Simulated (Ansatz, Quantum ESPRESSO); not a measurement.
# WS2 (001), 2H: biaxial strain and the free axis

A thin film takes the in-plane lattice of its substrate and is free along the normal. How do the free axis and the stress follow the misfit? The strained cell has c along the film normal; unstrained it is a = 3.1542 Å, b = 3.1542 Å, c = 12.1389 Å, α = 90.00°, β = 90.00°, γ = 120.00°, with 6 atoms.

Calculated with Ansatz 0.2.0, PBE-D3(BJ), PAW files of the set soft_1, cutoff 600 eV, Fermi–Dirac smearing 0.02 eV, k-mesh 10×10×3, no spin polarisation, no spin-orbit coupling.

Relaxed positions at 0 %:

```
atom       x       y       z
   W  0.3333  0.6667  0.2500
   W  0.6667  0.3333  0.7500
   S  0.3333  0.6667  0.6203
   S  0.6667  0.3333  0.1203
   S  0.3333  0.6667  0.8797
   S  0.6667  0.3333  0.3797
```

| ε∥ (%) | a (Å) | c (Å) | ε⊥ (%) | σ (GPa, tension positive) |
| --- | --- | --- | --- | --- |
| −3 | 3.0596 | 12.2609 | 1.005 | −10.18 |
| −2 | 3.0911 | 12.2186 | 0.657 | −6.53 |
| 0 | 3.1542 | 12.1389 | 0.000 | 0.00 |
| 1 | 3.1858 | 12.1024 | −0.300 | 2.92 |
| 2 | 3.2173 | 12.0671 | −0.592 | 5.62 |
| 3 | 3.2488 | 12.0276 | −0.917 | 8.13 |

**Question.** Fit both responses and give the free strain and the stress at −1 %, a row left out above.

Least squares with y = y0 + y1 ε + y2 ε² (ε in %) gives ε⊥ = 0.010 + (−0.3177) ε + (0.0041) ε² and σ = 0.00 + (3.047) ε + (−0.113) ε² GPa. The linear terms put the ratio of free to applied strain at −0.318 and the biaxial modulus at 305 GPa.

At −1 % the free strain comes out as 0.332 %. The run itself gives 0.326 %, so the estimate misses by 0.006 %; the fitted rows themselves lie up to 0.017 % off the law.

The stress comes out as −3.16 GPa. The run itself gives −3.14 GPa, so the estimate misses by 0.02 GPa; the fitted rows themselves lie up to 0.02 GPa off the law.

With c as the unique axis, zero normal stress gives ε⊥/ε∥ = −2C13/C33 for relaxed atoms, so 2C13/C33 is about 0.32.

The negative ε² term means that the crystal stiffens in compression and softens in tension.

The same fit over all rows at other levels or in other programs gives the strain ratio = −0.320 with PBE-D3(BJ) (Quantum ESPRESSO, PseudoDojo) and −0.338 with PBE-D3(BJ) (Quantum ESPRESSO, GBRV).

[Logs are printed without paths, hosts, clocks, repeated set-up lines and the standing remarks that a program may print on its own settings, such as how far it seeks lower states.]
